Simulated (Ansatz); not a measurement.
## ScCd2Si2: relaxing a made-up structure

Starting from a made-up structure for ScCd2Si2, the aim is the relaxed cell, its shortest contacts and, where a second run follows, its electronic structure.

Main program and level: Ansatz 0.2.0; DFT, PBE, plane-wave PAW, files of the set soft_1, scalar-relativistic, no spin, cell and ions relaxed at zero pressure; PAW set soft_1, in the first sound run; inputs show where later runs differ.

**1. The starting structure**

The structure is tetragonal, space group I4/mmm (No. 139). Conventional cell: a = 4.183 Å, b = 4.183 Å, c = 10.818 Å, α = 90.00°, β = 90.00°, γ = 90.00°. Cd has 4 Si at 2.54 Å and 4 Cd at 2.96 Å and 4 Sc at 3.42 Å nearest. Sc has 8 Si at 3.22 Å and 8 Cd at 3.42 Å nearest. Nearest to Si lie 1 Si at 2.53 Å and 4 Cd at 2.54 Å and 4 Sc at 3.22 Å. Farther neighbours are not listed.

**2. Relaxing cell and atoms**

The guess takes its coordinates from another compound and its volume from a rule, so the cell and any free coordinates are relaxed together.

Input file input.yaml:

```yaml
crystal:
  lattice:
    - [-2.0915, 2.0915, 5.409]
    - [2.0915, -2.0915, 5.409]
    - [2.0915, 2.0915, -5.409]
  atoms:
    - { symbol: Cd, position: [0.25, 0.75, 0.5] }
    - { symbol: Cd, position: [0.75, 0.25, 0.5] }
    - { symbol: Sc, position: [0.0, 0.0, 0.0] }
    - { symbol: Si, position: [0.3832, 0.3832, 0.0] }
    - { symbol: Si, position: [0.6168, 0.6168, 0.0] }
kpoints:
  mp_grid: { grid: [9, 9, 9] }
scf:
  occupations: { method: fermi_dirac, width: 0.05 }
hamiltonian:
  xc: pbe
  pseudopotentials: { kind: paw, azcp: { folder: soft_1 } }
relax:
  f_tol: 0.015
  max_steps: 70
  cell: {}
output:
  forces: true
  stress: true
```

Started as:

```
$ ansatz run input.yaml --threads 4 --pin off --max-ram 8192MiB --backend cpu --events-out ev --progress --plain --runs-dir out
```

Numbers of over 12 decimals in the logs are rounded to 6 here.

Output:

```text
basis.fft_grid_basis auto: the FFT boxes are laid along the combinations [[1, 0, 1], [0, 1, 1], [0, 0, 1]] of the cell's own vectors, 4.183, 4.183 and 6.165 Å long. The dense box has 30×30×45 points. Along the cell's own vectors, as sized, it would have 45×45×45, 2.25 times as many. Of the 16 symmetry operations that the crystal satisfies within crystal.symmetry.tolerance (time reversal apart; of a slab, those that k [...]
Engine: ansatz 0.2.0, aarch64-unknown-linux-gnu
Pseudopotentials: kind: paw
Pseudopotential: Cd, paw, valence charge 20, recommended cutoff 420 eV (normal), soft_1/Cd.paw.azcp
Pseudopotential: Sc, paw, valence charge 11, recommended cutoff 420 eV (normal), soft_1/Sc.paw.azcp
Pseudopotential: Si, paw, valence charge 4, recommended cutoff 420 eV (normal), soft_1/Si.paw.azcp
Functional definition: PBE
  parameter kappa = 0.804
  parameter beta = 0.066725
  exchange = pbe_x(kappa = kappa, mu = beta*pi^2/3)
  correlation = pbe_c(beta = beta)
Crystal: 5 atoms, lattice volume = 94.644 Å³
Basis set: ecut = 420 eV, 1831 PW (Γ), FFT grids on a1+a3, a2+a3, a3, exchange–correlation on 60×60×90 points (8 copies of the dense FFT grid, shifted against one another)
Bands: 36, of which v1, the nominal top of the filled ones, is band 30 counted from 1 (29 counted from 0)
Symmetry: 16 space group operations
Space group: I4/mmm (ITA 139), of the structure as read, at distance tolerance 4.6e-5 Å
k-points: 75 of 729
Non-local potential: Cd, projectors of the file, l = 0: 3, l = 1: 2, l = 2: 2, l = 3: 1
Non-local potential: Sc, projectors of the file, l = 0: 3, l = 1: 2, l = 2: 3, l = 3: 1
Non-local potential: Si, projectors of the file, l = 0: 2, l = 1: 2, l = 2: 1
PAW form: soft (Blöchl's): semilocal exchange-correlation on the pseudo side does not see the compensation charge
PAW one-centre angular grid: Cd, 590 points (default); XC on 64 Gauss nodes
PAW one-centre angular grid: Sc, 590 points (default); XC on 64 Gauss nodes
PAW one-centre angular grid: Si, 110 points (default); XC on 64 Gauss nodes
Initial density: superposition of atomic densities (chi_scale 0.1, normalization cell, long waves kept (reshape's long-wave potential 0.01 eV rms))
Initial wavefunctions: pseudopotential atomic-orbital guess
Functional: x = pbe(κ = 0.804, μ = 0.219515), c = pbe(β = 0.066725)
SCF iter   1: F=—  HF=-19917.076567 eV  |F-HF|=—  |Δ(HF+E_count)|=         —  Δρ=5.79e-2  dr2=7.16e0  ethr=3.10e-3  ⟨swp⟩=6.2  Hψ=10184  notcnv=0
preconditioner: auto → Kerker (q_TF=auto, 2.522 Å⁻¹)  [metal: Δε(μ)=0.004 eV  Ē_g=7.742 eV  σ=0.050 eV  W_gap=0.02  n_scr=32 (ndim 8)  ℏωp=22.6 eV  f_vac=0.000  D(μ)=2.70/eV (n_scr^D=14)]
SCF iter   2: F=—  HF=-19916.016802 eV  |F-HF|=—  |Δ(HF+E_count)|=    1.06e0  Δρ=2.67e-2  dr2=2.09e0  ethr=3.10e-3  ⟨swp⟩=2.5  Hψ=4994  notcnv=0
SCF iter   3: F=—  HF=-19915.558209 eV  |F-HF|=—  |Δ(HF+E_count)|=   4.59e-1  Δρ=8.86e-3  dr2=2.59e-1  ethr=3.10e-3  ⟨swp⟩=2.3  Hψ=3825  notcnv=0
SCF iter   4: F=—  HF=-19915.501579 eV  |F-HF|=—  |Δ(HF+E_count)|=   5.66e-2  Δρ=2.32e-3  dr2=9.27e-3  ethr=4.39e-4  ⟨swp⟩=2.9  Hψ=4650  notcnv=0
SCF iter   5: F=—  HF=-19915.499391 eV  |F-HF|=—  |Δ(HF+E_count)|=   2.19e-3  Δρ=6.47e-4  dr2=6.49e-4  ethr=1.57e-5  ⟨swp⟩=2.7  Hψ=4699  notcnv=0
SCF iter   6: F=—  HF=-19915.499271 eV  |F-HF|=—  |Δ(HF+E_count)|=   1.19e-4  Δρ=2.16e-4  dr2=9.38e-5  ethr=1.10e-6  ⟨swp⟩=2.0  Hψ=4161  notcnv=0
SCF iter   7: F=—  HF=-19915.499252 eV  |F-HF|=—  |Δ(HF+E_count)|=   1.89e-5  Δρ=5.62e-5  dr2=4.54e-6  ethr=1.59e-7  ⟨swp⟩=2.0  Hψ=3118  notcnv=0
SCF iter   8: F=—  HF=-19915.499253 eV  |F-HF|=—  |Δ(HF+E_count)|=   7.26e-8  Δρ=1.08e-5  dr2=1.15e-7  ethr=7.70e-9  ⟨swp⟩=2.0  Hψ=2942  notcnv=0
SCF iter   9: F=-19915.499253 eV  HF=-19915.499253 eV  |F-HF|=4.48e-9  |Δ(HF+E_count)|=   3.30e-8  Δρ=3.04e-6  dr2=1.28e-8  ethr=1.69e-10  ⟨swp⟩=4.0  Hψ=7536  notcnv=0
SCF 1 converged in 9 iterations: F = -19915.499253 eV  dr2 = 1.28e-8
  greatest PAW one-centre occupation: 1.000 electrons in one spin orbital (limit 2), on the Cd atom at site 1 (counted from 0), in its partial waves of l = 0
relax step   1: F+E_penalty+E_count = -19915.49925258 eV  Δ(F+E_penalty+E_count) = +0.000e0 eV  max|allowed force component| = 3.288e0 eV/Å  Δτ_max = 0.0000 Å  P = +8.374 GPa  Ω = 94.644 Å³  (9 SCF iters, dr2 threshold 1.00e-7 eV, accepted)
Crystal: 5 atoms, lattice volume = 101.051 Å³
Basis set: ecut = 420 eV, 1967 PW (Γ), FFT grids on a1+a3, a2+a3, a3, exchange–correlation on 60×60×90 points (8 copies of the dense FFT grid, shifted against one another)
Initial density: handed on by an earlier stage of this run
Initial wavefunctions: those handed on with the density
iter 1 solved again at ethr=1.83e-4 eV; its pass at ethr=3.10e-3 eV (dr2=1.08e-1 eV) is discarded
SCF iter   1: F=—  HF=-19916.356560 eV  |F-HF|=—  |Δ(HF+E_count)|=         —  Δρ=9.58e-3  dr2=1.11e-1  ethr=1.83e-4  ⟨swp⟩=1.0  Hψ=12918  notcnv=0
preconditioner: auto → Kerker (q_TF=auto, 2.494 Å⁻¹)  [metal: Δε(μ)=0.021 eV  Ē_g=8.961 eV  σ=0.050 eV  W_gap=0.10  n_scr=32 (ndim 8)  ℏωp=21.9 eV  f_vac=0.000  D(μ)=1.96/eV (n_scr^D=10)]
SCF iter   2: F=—  HF=-19916.329729 eV  |F-HF|=—  |Δ(HF+E_count)|=   2.68e-2  Δρ=4.59e-3  dr2=2.73e-2  ethr=1.83e-4  ⟨swp⟩=2.1  Hψ=4367  notcnv=0
SCF iter   3: F=—  HF=-19916.321298 eV  |F-HF|=—  |Δ(HF+E_count)|=   8.43e-3  Δρ=1.22e-3  dr2=1.86e-3  ethr=4.62e-5  ⟨swp⟩=2.1  Hψ=3839  notcnv=0
SCF iter   4: F=—  HF=-19916.320963 eV  |F-HF|=—  |Δ(HF+E_count)|=   3.35e-4  Δρ=3.17e-4  dr2=7.77e-5  ethr=3.16e-6  ⟨swp⟩=2.0  Hψ=4085  notcnv=0
SCF iter   5: F=—  HF=-19916.320983 eV  |F-HF|=—  |Δ(HF+E_count)|=   2.02e-5  Δρ=5.90e-5  dr2=3.63e-6  ethr=1.32e-7  ⟨swp⟩=2.4  Hψ=4864  notcnv=0
SCF iter   6: F=-19916.320984 eV  HF=-19916.320984 eV  |F-HF|=7.31e-8  |Δ(HF+E_count)|=   5.48e-7  Δρ=1.34e-5  dr2=2.99e-7  ethr=8.47e-10  ⟨swp⟩=4.0  Hψ=8749  notcnv=0
SCF 2 converged in 6 iterations: F = -19916.320984 eV  dr2 = 2.99e-7
relax step   2: F+E_penalty+E_count = -19916.32098374 eV  Δ(F+E_penalty+E_count) = -8.217e-1 eV  max|allowed force component| = 2.132e-1 eV/Å  Δτ_max = 0.1749 Å  P = +0.143 GPa  Ω = 101.051 Å³  energy of the carried Pulay correction = -9.228e-4 eV  (6 SCF iters, dr2 threshold 5.00e-7 eV, accepted)
Crystal: 5 atoms, lattice volume = 99.589 Å³
Basis set: ecut = 420 eV, 1951 PW (Γ), FFT grids on a1+a3, a2+a3, a3, exchange–correlation on 60×60×90 points (8 copies of the dense FFT grid, shifted against one another)
iter 1 solved again at ethr=7.75e-5 eV; its pass at ethr=3.10e-3 eV (dr2=4.57e-2 eV) is discarded
[...]
SCF 3 converged in 6 iterations: F = -19916.431482 eV  dr2 = 4.38e-7
relax step   3: F+E_penalty+E_count = -19916.43148201 eV  Δ(F+E_penalty+E_count) = -1.105e-1 eV  max|allowed force component| = 4.265e-1 eV/Å  Δτ_max = 0.0666 Å  P = +0.931 GPa  Ω = 99.589 Å³  energy of the carried Pulay correction = -7.210e-4 eV  (6 SCF iters, dr2 threshold 5.00e-7 eV, accepted)
[...]
relax step   4: F+E_penalty+E_count = -19916.45043113 eV  Δ(F+E_penalty+E_count) = -1.895e-2 eV  max|allowed force component| = 2.115e-1 eV/Å  Δτ_max = 0.0043 Å  P = -0.078 GPa  Ω = 100.740 Å³  energy of the carried Pulay correction = -8.803e-4 eV  (6 SCF iters, dr2 threshold 5.00e-7 eV, accepted)
[...]
relax step   5: F+E_penalty+E_count = -19916.45284174 eV  Δ(F+E_penalty+E_count) = -2.411e-3 eV  max|allowed force component| = 2.985e-2 eV/Å  Δτ_max = 0.0068 Å  P = +0.033 GPa  Ω = 100.627 Å³  energy of the carried Pulay correction = -8.648e-4 eV  (6 SCF iters, dr2 threshold 5.00e-7 eV, accepted)
[...]
relax step   6: F+E_penalty+E_count = -19916.45289336 eV  Δ(F+E_penalty+E_count) = -5.162e-5 eV  max|allowed force component| = 1.171e-3 eV/Å  Δτ_max = 0.0008 Å  P = +0.000 GPa  Ω = 100.679 Å³  energy of the carried Pulay correction = -8.720e-4 eV  (6 SCF iters, dr2 threshold 5.57e-8 eV, accepted)
[...]
relax step   7: F+E_penalty+E_count = -19916.45453613 eV  Δ(F+E_penalty+E_count) = -1.643e-3 eV  max|allowed force component| = 2.081e-3 eV/Å  Δτ_max = 0.0000 Å  P = +0.030 GPa  Ω = 100.679 Å³  stress off target by 9.36e-2 GPa  SCF on the basis re-selected at this cell (its energy is not comparable with the rows above)  (6 SCF iters)
[...]
relax step   8: F+E_penalty+E_count = -19916.45458229 eV  Δ(F+E_penalty+E_count) = -4.616e-5 eV  max|allowed force component| = 1.975e-3 eV/Å  Δτ_max = 0.0008 Å  P = +0.020 GPa  Ω = 100.701 Å³  energy of the carried Pulay correction = -2.510e-6 eV  (6 SCF iters, dr2 threshold 2.19e-8 eV, accepted)
Basis set: ecut = 420 eV, 1985 PW (Γ), FFT grids on a1+a3, a2+a3, a3, exchange–correlation on 60×60×96 points (8 copies of the dense FFT grid, shifted against one another)
iter 1 solved again at ethr=4.17e-7 eV; its pass at ethr=3.10e-3 eV (dr2=2.46e-4 eV) is discarded
SCF iter   1: F=—  HF=-19916.454574 eV  |F-HF|=—  |Δ(HF+E_count)|=         —  Δρ=1.70e-6  dr2=1.12e-9  ethr=4.17e-7  ⟨swp⟩=3.0  Hψ=17440  notcnv=0
eigensolver tolerance schedule: the retry pair's looser diagonalisation over-reported the residual by 219664.29 of it (diagonalisation noise at an unbounded share of the residual, at the tolerance the schedule requests for it); recorded, not acted on — ethr = c·dr2/N_el stays at c = 1.0e-1
preconditioner: auto → Kerker (q_TF=auto, 2.496 Å⁻¹)  [metal: Δε(μ)=0.007 eV  Ē_g=8.834 eV  σ=0.050 eV  W_gap=0.04  n_scr=32 (ndim 8)  ℏωp=21.9 eV  f_vac=0.000  D(μ)=2.12/eV (n_scr^D=10)]
SCF iter   2: F=—  HF=-19916.454586 eV  |F-HF|=—  |Δ(HF+E_count)|=   1.22e-5  Δρ=9.05e-7  dr2=3.92e-10  ethr=1.90e-12  ⟨swp⟩=3.4  Hψ=6350  notcnv=0
SCF iter   3: F=—  HF=-19916.454586 eV  |F-HF|=—  |Δ(HF+E_count)|=  2.00e-10  Δρ=4.85e-7  dr2=1.63e-10  ethr=1.00e-12  ⟨swp⟩=1.0  Hψ=2700  notcnv=0
iter 4 did not close the SCF: its close was put off for the readings that it lacked (scf_convergence_deferred on its scf_iter line)
SCF iter   4: F=-19916.454586 eV  HF=-19916.454586 eV  |F-HF|=7.28e-12  |Δ(HF+E_count)|=  6.18e-11  Δρ=9.01e-8  dr2=1.68e-11  ethr=1.00e-12  ⟨swp⟩=1.0  Hψ=2700  notcnv=0
iter 5 did not close the SCF: its close was put off for the readings that it lacked (scf_convergence_deferred on its scf_iter line)
SCF iter   5: F=-19916.454586 eV  HF=-19916.454586 eV  |F-HF|=0.00e0  |Δ(HF+E_count)|=    0.00e0  Δρ=4.10e-8  dr2=2.68e-12  ethr=1.00e-12  ⟨swp⟩=1.0  Hψ=2700  notcnv=0
iter 6 did not close the SCF: its close was put off for the readings that it lacked (scf_convergence_deferred on its scf_iter line)
SCF iter   6: F=-19916.454586 eV  HF=-19916.454586 eV  |F-HF|=0.00e0  |Δ(HF+E_count)|=    0.00e0  Δρ=9.57e-9  dr2=1.11e-13  ethr=1.00e-12  ⟨swp⟩=1.0  Hψ=2700  notcnv=0
iter 7 did not close the SCF: its close was put off for the readings that it lacked (scf_convergence_deferred on its scf_iter line)
SCF iter   7: F=-19916.454586 eV  HF=-19916.454586 eV  |F-HF|=0.00e0  |Δ(HF+E_count)|=    0.00e0  Δρ=4.80e-9  dr2=2.04e-14  ethr=1.00e-12  ⟨swp⟩=1.0  Hψ=2700  notcnv=0
SCF iter   8: F=-19916.454586 eV  HF=-19916.454586 eV  |F-HF|=7.28e-12  |Δ(HF+E_count)|=    0.00e0  Δρ=2.12e-9  dr2=4.63e-15  ethr=1.00e-12  ⟨swp⟩=1.0  Hψ=5700  notcnv=0
SCF 9 converged in 8 iterations: F = -19916.454586 eV  dr2 = 4.63e-15
relax step   9: F+E_penalty+E_count = -19916.45458605 eV  Δ(F+E_penalty+E_count) = -3.755e-6 eV  max|allowed force component| = 1.974e-3 eV/Å  Δτ_max = 0.0000 Å  P = +0.019 GPa  Ω = 100.701 Å³  stress off target by 3.64e-2 GPa  SCF on the basis re-selected at this cell (its energy is not comparable with the rows above)  (8 SCF iters)
basis re-selected at this cell: Δ(F+E_penalty+E_count) = -3.755e-6 eV, ΔP = -0.000 GPa vs the last step (what re-selecting the basis moved, of the pressure what is left beyond the Pulay correction that the steps carried, after the strain that the cell walked since its last selection, with what the two solves' SCF thresholds leave and, on support functions, any second-order correction that the steps lacked; it is no measure of the basis error at this ecutwfc). The dense FFT grid was sized anew with the basis: this SCF ran on 30×30×48 points, the steps before it on 30×30×45, so part of this shift can come from that change (see relax.cell in the input reference). [rest of the remark cut]
SCF converged after 8 iterations
Free energy (F): -19916.454586 eV
Harris-Foulkes:  -19916.454586 eV  (|F-HF|=7.28e-12)
Internal energy: -19916.437285 eV  (E = F + TS)
E sigma→0 (E₀):  -19916.445936 eV
Entropy (-TS):   -0.017301 eV (-3.460 meV/atom)
Fermi energy:    11.727798 eV
--- Per-component energies (eV) ---
  E_band       = -1022.816284
  E_kinetic    = 1167.406660
  E_local      = -9004.906878  (includes V_loc(G=0)·N_el)
  E_nonlocal   = 424.356675
  E_hartree    = 4134.234870
  E_xc         = -513.753374
  E_vxc        = -595.794818  (∫ρ·V_xc dr)
  E_paw        = -10207.137480  (= ΣΔE_a)
  E_vpaw       = -1282.348460  (= ΣTr[D̂ρ^β])
  E_aug_tail   = 0.000798  (compensation charges beyond the density's cutoff)
  E_ewald      = -5916.638556
  E_smearing   = -0.017301  (= −TS)
  E_closure    = 0.000000  (closes the sum)
  Σ components = -19916.454586   (vs F -19916.454586, Δ=0.00e0)
--- Forces (eV/Å), atoms counted from 1 ---
  atom   1  Cd     0.00000000    -0.00000000     0.00000000
  atom   2  Cd     0.00000000     0.00000000     0.00000000
  atom   3  Sc     0.00000000     0.00000000     0.00000000
  atom   4  Si    -0.00000000     0.00000000     0.00197397
  atom   5  Si    -0.00000000     0.00000000    -0.00197397
  max |Σ_I F_I| component: 4.86e-17 eV/Å
--- Stress (GPa, compression-positive) ---
        0.011019       0.000000       0.000000
        0.000000       0.011019       0.000000
        0.000000      -0.000000       0.036439
  P = ⅓ Tr σ = 0.0195 GPa (0.195 kbar)
--- Relaxed structure (7 steps of the walk, 7 accepted, 2 SCFs on fresh bases) ---
  F+E_penalty+E_count = -19916.45458605 eV   max|allowed force component| = 1.974e-3 eV/Å   (the final SCF, on the basis selected at the relaxed cell)
  cell:  # Å, volume = 100.7014 Å³
    - [-2.032634, 2.032634, 6.093366]
    - [2.032634, -2.032634, 6.093366]
    - [2.032634, 2.032634, -6.093366]
  atoms:
    - { symbol: Cd, position: [0.250000, 0.75, 0.5] }
    - { symbol: Cd, position: [0.75, 0.250000, 0.5] }
    - { symbol: Sc, position: [7.71709810328932e-19, 7.717098103289317e-19, 0] }
    - { symbol: Si, position: [0.405901, 0.405901, 0] }
    - { symbol: Si, position: [0.594099, 0.594099, 0] }
```

Elapsed: 25 s, on 4 threads of Arm Neoverse V2, shared host; peak memory 0.55 GiB; 99 s of CPU time.

Step by step:

| step | energy less that of the first step (eV) | largest force component (eV/Å) | pressure (GPa) | volume (Å³) |
| --- | --- | --- | --- | --- |
| 1 | 0.0000 | 3.2879 | 8.37 | 94.64 |
| 2 | -0.8217 | 0.2132 | 0.14 | 101.05 |
| 3 | -0.9322 | 0.4265 | 0.93 | 99.59 |
| 4 | -0.9512 | 0.2115 | -0.08 | 100.74 |
| 5 | -0.9536 | 0.0298 | 0.03 | 100.63 |
| 6 | -0.9536 | 0.0012 | 0.00 | 100.68 |
| 7* | -0.9553 | 0.0021 | 0.03 | 100.68 |
| 8 | -0.9553 | 0.0020 | 0.02 | 100.70 |
| 9* | -0.9553 | 0.0020 | 0.02 | 100.70 |

Relaxation steps marked * repeat the geometry before them on a plane-wave basis chosen anew for their cell, so energy and pressure can jump there.

Forces are held to the 16 operations that the run works with; a distortion that breaks them can't arise in this run.

| cell as run | before | after | change |
| --- | --- | --- | --- |
| a (Å) | 6.165 | 6.737 | +9.3 % |
| b (Å) | 6.165 | 6.737 | +9.3 % |
| c (Å) | 6.165 | 6.737 | +9.3 % |
| α (°) | 140.34 | 144.88 | +3.2 % |
| β (°) | 140.34 | 144.88 | +3.2 % |
| γ (°) | 57.34 | 50.51 | -11.9 % |
| volume (Å³/atom) | 18.93 | 20.14 | +6.4 % |

The atoms that moved most (Å, as changes of fractional coordinates times the final cell):

| atom | dx | dy | dz | length |
| --- | --- | --- | --- | --- |
| Si4 | 0.000 | 0.000 | 0.277 | 0.277 |
| Si5 | 0.000 | 0.000 | -0.277 | 0.277 |

The relaxed structure:

```cif
data_structure
_symmetry_space_group_name_H-M 'P 1'
_symmetry_Int_Tables_number 1
_cell_length_a 6.7374
_cell_length_b 6.7374
_cell_length_c 6.7374
_cell_angle_alpha 144.881
_cell_angle_beta 144.881
_cell_angle_gamma 50.512
_cell_volume 100.70
loop_
_atom_site_label
_atom_site_type_symbol
_atom_site_fract_x
_atom_site_fract_y
_atom_site_fract_z
_atom_site_occupancy
Cd1 Cd 0.25000 0.75000 0.50000 1
Cd2 Cd 0.75000 0.25000 0.50000 1
Sc3 Sc 0.00000 0.00000 0.00000 1
Si4 Si 0.40590 0.40590 0.00000 1
Si5 Si 0.59410 0.59410 0.00000 1
```

This step gave:

- free energy: -19916.4546 eV
- energy at zero smearing: -19916.4459 eV
- smearing term TS: 0.01730 eV
- Fermi energy: 11.73 eV
- electrons: 59
- symmetry operations: 16
- pressure: 0.01949 GPa

Shortest distances by pair of elements, guess and relaxed (not always the same contact):

| pair | guess (Å) | relaxed (Å) |
| --- | --- | --- |
| Si–Si | 2.527 | 2.294 |
| Cd–Si | 2.540 | 2.782 |
| Cd–Cd | 2.958 | 2.875 |
| Sc–Si | 3.216 | 3.095 |
| Cd–Sc | 3.419 | 3.662 |

The relaxation ends with a largest force component of 0.0020 eV/Å and a pressure of 0.02 GPa.

(Part 1 of 2 ends here.)

[Logs are printed without paths, hosts, clocks, repeated set-up lines and the standing remarks that a program may print on its own settings, such as how far it seeks lower states.]

[Hosts, paths, dates, database ids (printed as entryN), source tags and the programs' standing remarks are cut or masked in the printed files.]
